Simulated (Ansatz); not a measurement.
## How Ga2O3 absorbs and reflects light: ground state and bands

Ansatz 0.2.0; DFT, PBE, plane-wave PAW, default files, scalar-relativistic, ground state.

The self-consistent density comes first; it also tells whether there is a gap, which decides the occupations and the need for a Drude term.

input.yaml

```yaml
crystal:
  lattice:
    - [6.107, -1.51855, 0.0]
    - [6.107, 1.51855, 0.0]
    - [-1.3859888959, 0.0, 5.630008738]
  atoms:
    - { symbol: Ga, position: [0.34134, 0.34134, 0.68598] }
    - { symbol: Ga, position: [0.65866, 0.65866, 0.31402] }
    - { symbol: Ga, position: [0.9095, 0.9095, 0.2054] }
    - { symbol: Ga, position: [0.0905, 0.0905, 0.7946] }
    - { symbol: O, position: [0.5041, 0.5041, 0.7434] }
    - { symbol: O, position: [0.4959, 0.4959, 0.2566] }
    - { symbol: O, position: [0.8267, 0.8267, 0.4368] }
    - { symbol: O, position: [0.1733, 0.1733, 0.5632] }
    - { symbol: O, position: [0.8355, 0.8355, 0.8902] }
    - { symbol: O, position: [0.1645, 0.1645, 0.1098] }
kpoints:
  mp_grid: { grid: [8, 8, 4] }
  band_path:
    path:
      - [[0.0, 0.5, 0.0], [0.0, 0.0, 0.0], [0.0, 0.0, -0.5]]
      - [[0.0, 0.5, -0.5], [0.0, 0.0, 0.0], [-0.5, -0.5, 0.5]]
      - [[-0.5, 0.0, 0.5], [0.0, 0.0, 0.0], [-0.5, -0.5, 0.0]]
      - [[-0.5, 0.0, 0.0], [0.0, 0.0, 0.0]]
    npoints: 7
scf:
  occupations: { method: fermi_dirac, width: 0.05 }
  n_extra_bands: 14
hamiltonian:
  xc: pbe
  pseudopotentials: { kind: paw }
output:
  forces: true
  stress: true
  populations: true
  write_bands: true
```

On the command line:

```bash
$ ansatz run input.yaml --threads 4 --pin off --max-ram 8192MiB --backend cpu --events-out ev --progress --plain --runs-dir out
```

Before running it: what should come out for the electronic bands?

The 88 valence electrons fill 44 bands exactly, which allows a gap.

Numbers from this step:

```
gap on the k-mesh            : 2.437 eV
volume                       : 104.4 Å³
gap on the path              : 2.443 eV
least direct gap on the path : 2.455 eV
```

The electronic bands at the labelled points (eV, zero at the Fermi level; v1 is the highest filled band, c1 the lowest empty one):

```
          point     v4     v3     v2     v1    c1    c2    c3    c4
              X  -2.06  -2.02  -1.76  -1.43  4.40  5.26  5.97  6.24
0.43 of the way  -2.35  -2.05  -1.88  -1.36  3.90  5.02  5.63  6.64
              Γ  -1.96  -1.78  -1.59  -1.32  1.13  4.44  5.47  5.50
0.43 of the way  -1.94  -1.88  -1.72  -1.56  1.86  4.61  5.29  5.64
              Y  -1.95  -1.93  -1.79  -1.61  3.50  3.63  5.47  5.97
      jump to L  -2.42  -2.35  -2.04  -1.95  5.65  5.69  6.58  6.77
0.43 of the way  -2.33  -2.21  -1.78  -1.62  4.33  5.30  6.28  6.67
              Γ  -1.96  -1.78  -1.59  -1.32  1.13  4.44  5.47  5.50
0.57 of the way  -1.99  -1.90  -1.83  -1.36  2.61  4.39  5.23  5.53
              Z  -1.93  -1.90  -1.89  -1.31  3.92  4.05  4.99  5.28
      jump to N  -2.42  -2.35  -2.04  -1.95  5.65  5.69  6.58  6.77
0.57 of the way  -2.30  -2.04  -1.69  -1.56  3.38  5.15  5.94  6.76
              Γ  -1.96  -1.78  -1.59  -1.32  1.13  4.44  5.47  5.50
0.57 of the way  -1.98  -1.96  -1.86  -1.40  2.19  4.19  4.94  5.42
              M  -1.97  -1.97  -1.72  -1.46  3.30  3.55  4.58  5.32
      jump to R  -2.06  -2.02  -1.76  -1.43  4.40  5.26  5.97  6.24
0.43 of the way  -2.35  -2.05  -1.88  -1.36  3.90  5.02  5.63  6.64
              Γ  -1.96  -1.78  -1.59  -1.32  1.13  4.44  5.47  5.50
```

[Logs are printed without paths, hosts, clocks, repeated set-up lines and the standing remarks that a program may print on its own settings, such as how far it seeks lower states.]

[Hosts, paths, dates, database ids (printed as entryN), source tags and the programs' standing remarks are cut or masked in the printed files.]
